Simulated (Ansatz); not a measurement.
# Mo (Im-3m): thermal expansion from first principles, part 2 of 2

Aim: the lattice, expansion, heat capacity and bulk modulus of Mo as it warms.

Ansatz 0.2.0; DFT PBEsol, scalar-relativistic, plane waves, PAW; PAW set soft_1.

So far. Step 2 (Probe on a coarse mesh): The start is under -3.8 GPa at this level and looks like a metal on this mesh. Step 4 (Tight relaxation): The residual pressure is 6.3e-4 GPa, small enough for phonons. The relaxed cell has a = 3.130 Å (conventional setting).

## Step 5: Phonons on strained cells

Thermal expansion follows from how the free energy of the vibrations (and of the electrons in a metal) changes with strain, so the program makes strained cells, their phonons and a fit in one run.

The input, input.yaml:

```yaml
crystal:
  lattice:
    - [-1.5650514301, 1.5650514301, 1.5650514301]
    - [1.5650514301, -1.5650514301, 1.5650514301]
    - [1.5650514301, 1.5650514301, -1.5650514301]
  atoms:
    - { symbol: Mo, position: [0.0, 0.0, 0.0] }
kpoints:
  mp_grid: { grid: [20, 20, 20] }
hamiltonian:
  xc: pbesol
  pseudopotentials: { kind: paw, azcp: { folder: soft_1 }, xc_functional: pbe }
scf:
  occupations: { method: methfessel_paxton, width: 0.2 }
  lower_state_search: "off"
output:
  eigenvalues: true
phonons:
  method: dfpt
  qmesh: [4, 4, 4]
  temperatures: { t_max: 1200.0, t_step: 50 }
  thermal_expansion: {}
```

Command:

```sh
> ansatz run input.yaml --threads 8 --pin off --max-ram 16384MiB --backend cpu --events-out ev --progress --plain --runs-dir out
```

Numbers of over 12 decimals in the logs are rounded to 6 here.

The log of the run:

```text
[...]
Crystal: 1 atoms, lattice volume = 15.334 Å³
Basis set: ecut = 487.2 eV, 369 PW (Γ), exchange–correlation on 40×40×40 points (8 copies of the dense FFT grid, shifted against one another)
Bands: 11, of which v1, the nominal top of the filled ones, is band 7 counted from 1 (6 counted from 0)
Symmetry: 48 space group operations
[...]
k-points: 256 of 8000
[...]
SCF iter   1: F=—  HF=-4898.211563 eV  |F-HF|=—  |Δ(HF+E_count)|=         —  Δρ=1.11e-1  dr2=1.87e0  ethr=3.10e-3  ⟨swp⟩=4.9  Hψ=15120  notcnv=0
[...]
SCF iter   8: F=-4897.504639 eV  HF=-4897.504639 eV  |F-HF|=1.82e-12  |Δ(HF+E_count)|=  8.01e-10  S|Δr|=    0.00e0  Δρ=3.40e-7  dr2=6.36e-12  ethr=1.00e-12  ⟨swp⟩=4.3  Hψ=13619  notcnv=0
the search or the solves at the SCF's close seem to have found levels that the self-consistency loop had missed (the run counts 1). By its estimate they hold under 1e-12 electrons; where the run keeps them, the occupations were computed again with them
SCF 1 converged in 8 iterations: F = -4897.504639 eV  dr2 = 6.36e-12
[...]
relax step   1: F+E_penalty+E_count = -4897.50463908 eV  Δ(F+E_penalty+E_count) = +0.000e0 eV  max|allowed force component| = 0.000e0 eV/Å  Δτ_max = 0.0000 Å  (8 SCF iters, accepted)
SCF converged after 8 iterations
[...]
Free energy (F): -4897.504639 eV
[...]
Internal energy: -4897.504630 eV  (E = F + TS)
E sigma→0 (E₀):  -4897.504637 eV
Entropy (-TS):   -0.000009 eV (-0.009 meV/atom)
Fermi energy:    21.438275 eV
[...]
--- Stress (GPa, compression-positive) ---
       -0.009478       0.000000       0.000000
        0.000000      -0.009478      -0.000000
        0.000000       0.000000      -0.009478
  P = ⅓ Tr σ = -0.0095 GPa (-0.095 kbar)
--- Band table (eV; the first three rows and the last of 256) ---
  k-point 0: bands = [... 3 lower, -13.0179, 14.0834, 20.0133, 20.0133, 20.0133, 23.0963, 23.0963, 36.1130]
  k-point 1: bands = [... 3 lower, -13.0182, 14.1974, 19.9481, 20.0033, 20.1205, 22.9972, 23.0977, 36.2002]
  k-point 2: bands = [... 3 lower, -13.0191, 14.5256, 19.7646, 19.9605, 20.4385, 22.7660, 23.1058, 36.4222]
  k-point 255: bands = [... 3 lower, -14.0466, 15.8047, 15.8047, 25.5321, 25.5321, 25.5321, 30.5840, 30.5840]
── thermal expansion: 3 new cells, 3 in all ──
thermal expansion: relaxation of cell 2
thermal expansion: relaxation of cell 3
── thermal expansion: 2 new cells, 5 in all ──
thermal expansion: relaxation of cell 4
thermal expansion: electrons of cell 4
thermal expansion: phonons of cell 4
WARN: thermal expansion, phonons of cell 4: eigensolver did not converge (k=54): 1 band(s) unlocked after 20 sweeps at ethr=1.00e-12 eV (lowest unlocked band 10, counted from 0; max residual 1.99e-6 eV among the unlocked bands, 1.99e-6 eV over every band)
thermal expansion: relaxation of cell 5
thermal expansion: electrons of cell 1
thermal expansion: electrons of cell 2
thermal expansion: electrons of cell 3
thermal expansion: electrons of cell 5
thermal expansion: phonons of cell 5
[...]
── thermal expansion: 5 new cells, 10 in all ──
thermal expansion: relaxation of cell 6
thermal expansion: relaxation of cell 7
thermal expansion: relaxation of cell 8
thermal expansion: relaxation of cell 9
thermal expansion: relaxation of cell 10
thermal expansion: electrons of cell 6
thermal expansion: electrons of cell 7
thermal expansion: electrons of cell 8
thermal expansion: electrons of cell 9
thermal expansion: electrons of cell 10
thermal expansion: phonons of cell 6
[...]
thermal expansion: phonons of cell 7
[...]
WARN: thermal expansion: eigensolver_not_converged in the phonons of 4 cells: 4, 5, 6, 7
--- Relaxed structure (1 steps of the walk, 1 accepted, 0 SCFs on fresh bases) ---
  F+E_penalty+E_count = -4897.50463908 eV   max|allowed force component| = 0.000e0 eV/Å
  atoms:
    - { symbol: Mo, position: [0.0, 0.0, 0.0] }
--- Thermal expansion: 10 cells in 3 rounds, 0 GPa ---
  no lower state was looked for at cell 4: scf.lower_state_search: off
  without vibrations: a 2.71072, b 2.71072, c 2.71072 Å, V 15.3332 Å³, B 281.07 GPa
  at 0 K: a 2.71278, b 2.71278, c 2.71278 Å, V 15.3681 Å³, B 278.50 GPa
  zero-point expansion: a +0.076, b +0.076, c +0.076, V +0.228 %
      T/K        a/Å        b/Å        c/Å       V/Å³ | expansion of a, b, c, V (1e-6/K)   | that of V in the mean from 25 °C | C_P, C_V (J/mol K of the cell) | B_T, B_S (GPa)
     0.00    2.71278    2.71278    2.71278    15.3681 |    0.00    0.00    0.00    0.00 |    9.75 |     0.000     0.000 |   278.50   278.50
   150.00    2.71353    2.71353    2.71353    15.3808 |    4.01    4.01    4.01   12.02 |   14.04 |    19.033    18.977 |   276.65   277.46
   298.15    2.71541    2.71541    2.71541    15.4129 |    5.09    5.09    5.09   15.27 |       - |    23.750    23.574 |   272.93   274.96
   400.00    2.71686    2.71686    2.71686    15.4375 |    5.34    5.34    5.34   16.03 |   15.70 |    24.767    24.509 |   270.22   273.07
   550.00    2.71909    2.71909    2.71909    15.4756 |    5.58    5.58    5.58   16.73 |   16.15 |    25.611    25.229 |   266.14   270.17
   700.00    2.72140    2.72140    2.72140    15.5151 |    5.76    5.76    5.76   17.28 |   16.50 |    26.203    25.691 |   261.96   267.18
   850.00    2.72379    2.72379    2.72379    15.5560 |    5.93    5.93    5.93   17.79 |   16.82 |    26.706    26.057 |   257.70   264.12
  1000.00    2.72624    2.72624    2.72624    15.5981 |    6.10    6.10    6.10   18.30 |   17.12 |    27.177    26.380 |   253.35   261.00
  1150.00    2.72878    2.72878    2.72878    15.6416 |    6.28    6.28    6.28   18.83 |   17.42 |    27.640    26.684 |   248.91   257.83
  1200.00    2.72964    2.72964    2.72964    15.6564 |    6.34    6.34    6.34   19.01 |   17.52 |    27.795    26.783 |   247.41   256.76
  the static fit leaves 0.001 meV an atom of the energies and, of the stresses, 0.000 GPa of each cell's largest along a strain (root mean squares over the cells), whose Pulay part it has at -0.012 GPa
  vibrations' free energy: its fit passes through its cells
  the electrons' free energy at temperature is in it; its fit leaves 0.0001 meV an atom at the most
  free energies summed between the sampled wave vectors
  estimated error of the fitted expansion in any direction: up to 0.022e-6/K, at 1200 K, with few degrees of freedom (an estimate, not a bound: it was exceeded on models of known expansion)
  by sums over the sampled wave vectors an expansion of the volume parts by up to 0.16e-6/K
  by a static energy of one degree less an expansion of the volume parts by up to 0.00e-6/K
  eigensolver_not_converged in the phonons of 4 cells: 4, 5, 6, 7
```

Wall time 7.4 min (8 threads of Arm Neoverse V1, shared host); peak memory 3.8 GiB; 51 min of CPU time.

This step gave:

```
pressure                                         : -0.009478 GPa
volume expansion coefficient at 298 K            : 15.27 1e-6/K
C_P at 298 K                                     : 23.75 J/mol-atom/K
entropy at 298 K                                 : 28.83 J/mol-atom/K
isothermal bulk modulus at 298 K                 : 272.9 GPa
Grüneisen parameter at 298 K                     : 1.640
volume at 298 K                                  : 15.41 Å³/atom
principal linear expansion coefficients at 298 K : 5.089, 5.089, 5.089 1e-6/K
```

Strained cells of the study; zero-point energy where phonons were solved; the pressures are stresses at a fixed cutoff and can carry an offset from the finite basis. Expansion cells, by row:

```
cell  |a| (Å)  |b| (Å)  |c| (Å)  V (Å³/atom)  E - E_lowest (meV/atom)  pressure, compression positive (GPa)  gap (eV)  zero-point energy (meV/atom)
   1    2.711    2.711    2.711        15.33                        0                                -0.021         -                             -
   2    2.732    2.732    2.732         15.7                     7.58                                -6.416         -                             -
   3    2.689    2.689    2.689        14.97                    7.794                                 7.032         -                             -
   4    2.711    2.711    2.711        15.34                    0.001                                -0.068         -                         36.13
   5    2.724    2.724    2.724        15.57                     3.06                                -4.143         -                         35.21
   6    2.719    2.719    2.719        15.48                    1.204                                -2.628         -                         35.56
   7    2.736    2.736    2.736        15.77                    10.39                                -7.457         -                         34.41
   8    2.684    2.684    2.684        14.88                    12.13                                 8.864         -                             -
   9    2.697    2.697    2.697        15.11                    2.962                                 4.265         -                             -
  10    2.749    2.749    2.749        15.99                    23.04                                -10.83         -                             -
```

Quasi-harmonic; a, b, c are the run's own cell vectors. Expansion, by row:

```
T (K)  a (Å)  b (Å)  c (Å)  alpha (deg)  beta (deg)  gamma (deg)  cell volume (Å³/cell)  alpha_a (1e-6/K)  alpha_b (1e-6/K)  alpha_c (1e-6/K)  alpha_V (1e-6/K)  C_P (J/mol-atom/K)  C_V (J/mol-atom/K)  S (J/mol-atom/K)  B_T (GPa)  B_S (GPa)  Grueneisen  extrapolation  fit error (1e-6/K)
    0  2.713  2.713  2.713        109.5       109.5        109.5                  15.37                 0                 0                 0                 0                   0                   0                 0      278.5      278.5           -              0                   0
   50  2.713  2.713  2.713        109.5       109.5        109.5                  15.37              0.74              0.74              0.74              2.22               3.851                3.85             1.237      278.4      278.5       1.487              0                   0
  100  2.713  2.713  2.713        109.5       109.5        109.5                  15.37              2.85              2.85              2.85              8.56                13.8               13.78             7.165      277.7      278.1       1.597              0                   0
  150  2.714  2.714  2.714        109.5       109.5        109.5                  15.38              4.01              4.01              4.01             12.02               19.03               18.98             13.88      276.6      277.5       1.623              0                   0
  200  2.714  2.714  2.714        109.5       109.5        109.5                  15.39              4.58              4.58              4.58             13.73               21.56               21.46             19.75      275.4      276.7       1.633              0                   0
  250  2.715  2.715  2.715        109.5       109.5        109.5                   15.4              4.89              4.89              4.89             14.68               22.93                22.8             24.72      274.2      275.8       1.638              0                   0
298.1  2.715  2.715  2.715        109.5       109.5        109.5                  15.41              5.09              5.09              5.09             15.27               23.75               23.57             28.83      272.9        275        1.64              0                   0
  300  2.715  2.715  2.715        109.5       109.5        109.5                  15.41              5.09              5.09              5.09             15.28               23.77                23.6             28.98      272.9      274.9       1.641              0                   0
  350  2.716  2.716  2.716        109.5       109.5        109.5                  15.43              5.24              5.24              5.24             15.71               24.35               24.13             32.69      271.6        274       1.642              0                0.01
  400  2.717  2.717  2.717        109.5       109.5        109.5                  15.44              5.34              5.34              5.34             16.03               24.77               24.51             35.97      270.2      273.1       1.643              0                0.01
  450  2.718  2.718  2.718        109.5       109.5        109.5                  15.45              5.43              5.43              5.43              16.3                25.1                24.8             38.91      268.9      272.1       1.644              0                0.01
  500  2.718  2.718  2.718        109.5       109.5        109.5                  15.46              5.51              5.51              5.51             16.52               25.37               25.03             41.56      267.5      271.1       1.644              0                0.01
  550  2.719  2.719  2.719        109.5       109.5        109.5                  15.48              5.58              5.58              5.58             16.73               25.61               25.23             43.99      266.1      270.2       1.645              0                0.01
  600   2.72   2.72   2.72        109.5       109.5        109.5                  15.49              5.64              5.64              5.64             16.92               25.82                25.4             46.23      264.8      269.2       1.645              0                0.01
  650  2.721  2.721  2.721        109.5       109.5        109.5                   15.5               5.7               5.7               5.7              17.1               26.02               25.55             48.31      263.4      268.2       1.646              0                0.01
  700  2.721  2.721  2.721        109.5       109.5        109.5                  15.52              5.76              5.76              5.76             17.28                26.2               25.69             50.24        262      267.2       1.646              0                0.01
  750  2.722  2.722  2.722        109.5       109.5        109.5                  15.53              5.82              5.82              5.82             17.45               26.38               25.82             52.06      260.6      266.2       1.647              0                0.01
  800  2.723  2.723  2.723        109.5       109.5        109.5                  15.54              5.87              5.87              5.87             17.62               26.54               25.94             53.76      259.1      265.1       1.647              0                0.01
  850  2.724  2.724  2.724        109.5       109.5        109.5                  15.56              5.93              5.93              5.93             17.79               26.71               26.06             55.38      257.7      264.1       1.648              0                   0
  900  2.725  2.725  2.725        109.5       109.5        109.5                  15.57              5.99              5.99              5.99             17.96               26.86               26.17             56.91      256.3      263.1       1.649              0                   0
  950  2.725  2.725  2.725        109.5       109.5        109.5                  15.58              6.04              6.04              6.04             18.13               27.02               26.27             58.37      254.8      262.1        1.65              0                   0
 1000  2.726  2.726  2.726        109.5       109.5        109.5                   15.6               6.1               6.1               6.1              18.3               27.18               26.38             59.76      253.3        261       1.651              0                0.01
 1050  2.727  2.727  2.727        109.5       109.5        109.5                  15.61              6.16              6.16              6.16             18.47               27.33               26.48             61.09      251.9      259.9       1.652              0                0.01
 1100  2.728  2.728  2.728        109.5       109.5        109.5                  15.63              6.22              6.22              6.22             18.65               27.48               26.58             62.36      250.4      258.9       1.653              0                0.01
 1150  2.729  2.729  2.729        109.5       109.5        109.5                  15.64              6.28              6.28              6.28             18.83               27.64               26.68             63.59      248.9      257.8       1.654              0                0.02
 1200   2.73   2.73   2.73        109.5       109.5        109.5                  15.66              6.34              6.34              6.34             19.01                27.8               26.78             64.77      247.4      256.8       1.656              0                0.02
```

The expansion coefficient by temperature; values in 1e-6/K:

```
temperature (K)  volume  principal 1
              0       0            0
             50    2.22         0.74
            100    8.56         2.85
            150    12.0         4.01
            200    13.7         4.58
            250    14.7         4.89
            298    15.3         5.09
            300    15.3         5.09
            350    15.7         5.24
            400    16.0         5.34
            450    16.3         5.43
            500    16.5         5.51
            550    16.7         5.58
            600    16.9         5.64
            650    17.1          5.7
            700    17.3         5.76
            750    17.4         5.82
            800    17.6         5.87
            850    17.8         5.93
            900    18.0         5.99
            950    18.1         6.04
           1000    18.3          6.1
           1050    18.5         6.16
           1100    18.6         6.22
           1150    18.8         6.28
           1200    19.0         6.34
```

At 298 K the volume expansion is 15.3 × 10⁻⁶/K and B_T is 273 GPa. The q-mesh is coarse, so this is a first estimate. The program raised the cutoff to 487.2 eV by itself: with no cutoff typed, the study takes about 1.16 times the default for its relaxations and scales it with the volume for the phonons.

## Step 6: Results

* settings of these figures: PBEsol, 487.2 eV, k 20×20×20, q 4×4×4
* volume expansion coefficient at 298 K: 15.27 1e-6/K
* C_P at 298 K: 23.75 J/mol-atom/K
* entropy at 298 K: 28.83 J/mol-atom/K
* isothermal bulk modulus at 298 K: 272.9 GPa
* Grüneisen parameter at 298 K: 1.640
* volume at 298 K: 15.41 Å³/atom
* principal linear expansion coefficients at 298 K: 5.089, 5.089, 5.089 1e-6/K

What this shows: Near room temperature Mo expands by 15.3 × 10⁻⁶/K in volume by PBEsol, with C_P = 23.8 J/(mol K) per mole of atoms and B_T = 273 GPa. The q-mesh is coarse, and the expansion can converge slowly with it. C_P at room temperature is 95 % of the classical 3R an atom. In this metal the study includes the electrons' free energy, which adds a term that grows with temperature, so the heat capacities need not level off at 3R. The log notes that a few bands missed the eigensolver's threshold in the phonon runs. The PAW files were made for PBE and are used here under another functional, for which the program regenerates the frozen cores.

[Logs are printed without paths, hosts, clocks, repeated set-up lines and the standing remarks that a program may print on its own settings, such as how far it seeks lower states.]

[Hosts, paths, dates, database ids (printed as entryN), source tags and the programs' standing remarks are cut or masked in the printed files.]

[A step with changed settings may run another functional than the one named; its input shows which.]
